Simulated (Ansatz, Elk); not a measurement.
# LaInSi3: X-ray structure factors from the self-consistent density

The structure of LaInSi3 used here is made up (a known structure type with other elements) and was relaxed beforehand with PBE. The aim is the Fourier transform of its all-electron density, F(hkl), set beside the sum over free spherical atoms that refinements use.

Main program and level: Elk 11.2.3 (patched build); DFT, PBE, all-electron APW+lo, Dirac cores, scalar-relativistic bands, static density, no spin.

This account leaves out most program logs.

The structure was built from a prototype and need not be the compound's stable phase.

## Step 1: Set-up

The structure is tetragonal, space group I4mm (No. 107). Conventional cell: a = 4.853 Å, b = 4.853 Å, c = 9.232 Å, α = 90.00°, β = 90.00°, γ = 90.00°. Nearest to La lie 13 Si at 3.09 to 3.76 Å and 5 In at 3.49 to 3.61 Å. Nearest to In lie 5 Si at 2.66 to 2.73 Å. Nearest to Si lie 4 Si at 2.53 Å and 1 In at 2.66 Å and 5 La at 3.09 to 3.76 Å. Si has 6 Si at 2.53 to 3.43 Å and 2 In at 2.73 Å and 4 La at 3.30 to 3.39 Å nearest. Farther neighbours are not listed.

## Step 2: Ground state and structure factors

An all-electron density is needed, since X-rays see the cores too. Task 0 finds the density and task 195 Fourier-transforms it; tshift is off so that phases refer to the origin typed.

elk.in

```
tasks
  0
  195

xctype
  20

spinpol
  .false.

rgkmax
  7.0

gmaxvr
  14.0

lmaxo
  7

lmaxapw
  8

swidth
  0.002

tshift
  .false.

ramdisk
  .false.

hmaxvr
  5.5

maxscl
  120

epspot
  1e-06

sppath
  './'

avec
  -4.58529017963 4.58529017963 8.72303606142
  4.58529017963 -4.58529017963 8.72303606142
  4.58529017963 4.58529017963 -8.72303606142

atoms
  3
  'La.in'
  1
  0.6053977132 0.6053977132 0.0000000000   0.000000 0.000000 0.000000
  'In.in'
  1
  0.2275857938 0.2275857938 0.0000000000   0.000000 0.000000 0.000000
  'Si.in'
  3
  -0.0601347807 -0.0601347807 -0.0000000000   0.000000 0.000000 0.000000
  0.8623756368 0.3623756368 0.5000000000   0.000000 0.000000 0.000000
  0.3623756368 0.8623756368 0.5000000000   0.000000 0.000000 0.000000

ngridk
  7 7 7
```

Started as:

```
OMP_NUM_THREADS=4 elk
```

Elapsed: 58 s, on 4 threads of Arm Neoverse V2, shared host; peak memory 0.21 GiB; 3.1 min of CPU time.

SFACRHO.OUT:

```text

h k l indices transformed by vhmat matrix:
   1.000000000       0.000000000       0.000000000    
   0.000000000       1.000000000       0.000000000    
   0.000000000       0.000000000       1.000000000    

      h      k      l  multipl.   |H|            Re(F)            Im(F)           |F|

      0      0      0      1   0.0000000       148.00000      0.40558254E-15   148.00000    
      1      1     -1      1  0.72029799      -25.861806       30.350115       39.874334    
     -1     -1      1      1  0.72029799      -25.861806      -30.350115       39.874334    
     -1      0      1      4  0.77403628      -22.954751      -8.4792090       24.470750    
      0      1      0      4  0.77403628      -22.954751       8.4792090       24.470750    
      0      0     -1      4  0.96894259       80.688600      0.45431747E-14   80.688600    
     -2      0      1      4   1.2073437      -17.227556      -69.273920       71.383925    
      1      1     -2      4   1.2073437      -17.227556       69.273920       71.383925    
      1      2     -2      4   1.2793712       6.1713609      -87.119935       87.338243    
     -2     -1      1      4   1.2793712       6.1713609       87.119935       87.338243    
     -1      1     -1      4   1.3702918       112.85712      0.67646233E-14   112.85712    
     -2     -2      2      1   1.4405960      -23.364482       3.2597081       23.590776    
      2      2     -2      1   1.4405960      -23.364482      -3.2597081       23.590776    
      0      2     -2      4   1.5480726      -21.890957       28.228379       35.721917    
     -2      0      0      4   1.5480726      -21.890957      -28.228379       35.721917    
     -2      1      1      8   1.5737953      -20.227915      -7.3195503       21.511493    
      2     -1     -1      8   1.5737953      -20.227915       7.3195503       21.511493    
     -2     -2      3      4   1.7361355       10.793562       13.572897       17.341410
```

Elk indexes on the primitive cell of elk.in and gives |H| = 4π sin θ/λ in inverse bohr. Below, one row stands for each form hkl of the conventional cell (m members, Friedel mates merged), F is for one primitive cell and the density is static (no thermal factor). Free-atom factors are Waasmaier and Kirfel's, and R is Σm||F|−|F'||/Σm|F|.

```
hkl   m  sin θ/λ (Å⁻¹)  abs F, DFT  neutral atoms   diff.  abs of complex diff.
002   2          0.108      39.874         40.142  -0.268                 0.358
101   8          0.116      24.471         24.531  -0.060                 0.119
110   4          0.146      80.689         80.796  -0.107                 0.107
112   8          0.182      71.384         71.423  -0.039                 0.094
103   8          0.192      87.338         87.499  -0.161                 0.161
200   4          0.206     112.857        112.802  +0.055                 0.055
004   2          0.217      23.591         23.688  -0.097                 0.097
202   8          0.233      35.722         35.651  +0.071                 0.191
211  16          0.237      21.511         21.467  +0.045                 0.156
114   8          0.261      17.341         17.786  -0.444                 0.457
213  16          0.282      76.417         76.543  -0.126                 0.127
105   8          0.290      64.071         64.105  -0.035                 0.097
220   4          0.291      98.876         99.153  -0.277                 0.277
204   8          0.299      21.088         21.085  +0.002                 0.091
```

## Step 3: The highest occupied states alone

An energy window below the Fermi level keeps the highest occupied states, to see at which angles they scatter; shallow core shells can lie inside it and anion s states outside. No new self-consistency is needed.

Changes to elk.in since step 2:

```diff
@@ -1,3 +1,2 @@
 tasks
-  0
   195
@@ -40,2 +39,5 @@
 
+wsfac
+  -0.252460 0.598780
+
 sppath
```

Started as:

```
OMP_NUM_THREADS=4 elk
```

Run time: 14 s. Hardware: 4 threads; peak memory 0.16 GiB; 19 s of CPU time.

States within 15 eV below the Fermi level hold 28.00 electrons; any levels below the window count with the cores. Their amplitudes can exceed the total, where window and core parts have opposite phase:

```
hkl  sin θ/λ (Å⁻¹)  abs F, window  abs F, all
002          0.108          8.845      39.874
101          0.116          8.716      24.471
110          0.146          7.146      80.689
112          0.182          6.507      71.384
103          0.192          6.894      87.338
200          0.206          7.538     112.857
004          0.217          5.303      23.591
202          0.233          4.957      35.722
211          0.237          4.898      21.511
114          0.261          4.072      17.341
```

## Step 4: Another functional

The difference from free atoms is small, so it is set against the change that LDA (Perdew-Wang) makes.

Changes to elk.in since step 3:

```diff
@@ -1,2 +1,3 @@
 tasks
+  0
   195
@@ -4,3 +5,3 @@
 xctype
-  20
+  3
 
@@ -39,5 +40,2 @@
 
-wsfac
-  -0.252460 0.598780
-
 sppath
```

Started as:

```
OMP_NUM_THREADS=4 elk
```

It took 42 s on 4 threads; peak memory 0.16 GiB; 2.3 min of CPU time.

Against the first run R = 0.04 %; the largest change is -0.046 at 0 0 12.

## Step 5: Basis size

A smaller basis shows how fast F responds to it; the change is likely larger than the basis error of the first run, but doesn't show convergence.

Changes to elk.in since step 4:

```diff
@@ -5,3 +5,3 @@
 xctype
-  3
+  20
 
@@ -11,3 +11,3 @@
 rgkmax
-  7.0
+  5.5
```

Started as:

```
OMP_NUM_THREADS=4 elk
```

Wall time 40 s (4 threads); peak memory 0.21 GiB.

Against the first run R = 0.01 %; the largest change is +0.028 at 303.

## Step 6: Settings against the effect

```
              run  R against the first run (%)  R against neutral atoms, low angle (%)  wall time
    PBE, rgkmax 7                         0.00                                    0.22       58 s
LDA (Perdew-Wang)                         0.04                                    0.21       42 s
       rgkmax 5.5                         0.01                                    0.22       40 s
```

## Step 7: Summary of results

```
R against neutral atoms, sin θ/λ < 0.3 Å⁻¹ : 0.22 %
R against neutral atoms, 0.3 to 0.77 Å⁻¹   : 0.09 %
```

In words: Independent neutral atoms miss the calculated amplitudes by R = 0.22 % below 0.3 Å⁻¹ and 0.09 % from there to 0.77 Å⁻¹; by shells, 0.24 % below 0.15 Å⁻¹ (3 forms), 0.21 % 0.15 to 0.3 (11 forms), 0.09 % 0.3 to 0.45 (22 forms), 0.09 % above 0.45 (113 forms). Bonding, aspherical density and the tables' own atoms all enter these figures, and the runs don't part them. The largest change of an amplitude is -0.44 electrons, at 114. R counts amplitudes alone; phases shift too. The window's part falls from 28.0 electrons at the origin to at most 0.90 between 0.45 and 0.77 Å⁻¹, where compact states inside the window still scatter. The window holds more than the 18 outer electrons of the free atoms, so shallow core shells lie inside it. Below 0.3 Å⁻¹ the changes that finished (LDA (Perdew-Wang) and rgkmax 5.5) move F by R = 0.03 % at most, against the 0.22 % that separates it from free atoms. The k-mesh has no finished test. Part of the difference isn't bonding: the tables are fits to free atoms and ions calculated by other methods than this functional. Thermal motion, anomalous dispersion and extinction are left out.

[Logs are printed without paths, hosts, clocks, repeated set-up lines and the standing remarks that a program may print on its own settings, such as how far it seeks lower states.]

[Hosts, paths, dates, database ids (printed as entryN), source tags and the programs' standing remarks are cut or masked in the printed files.]
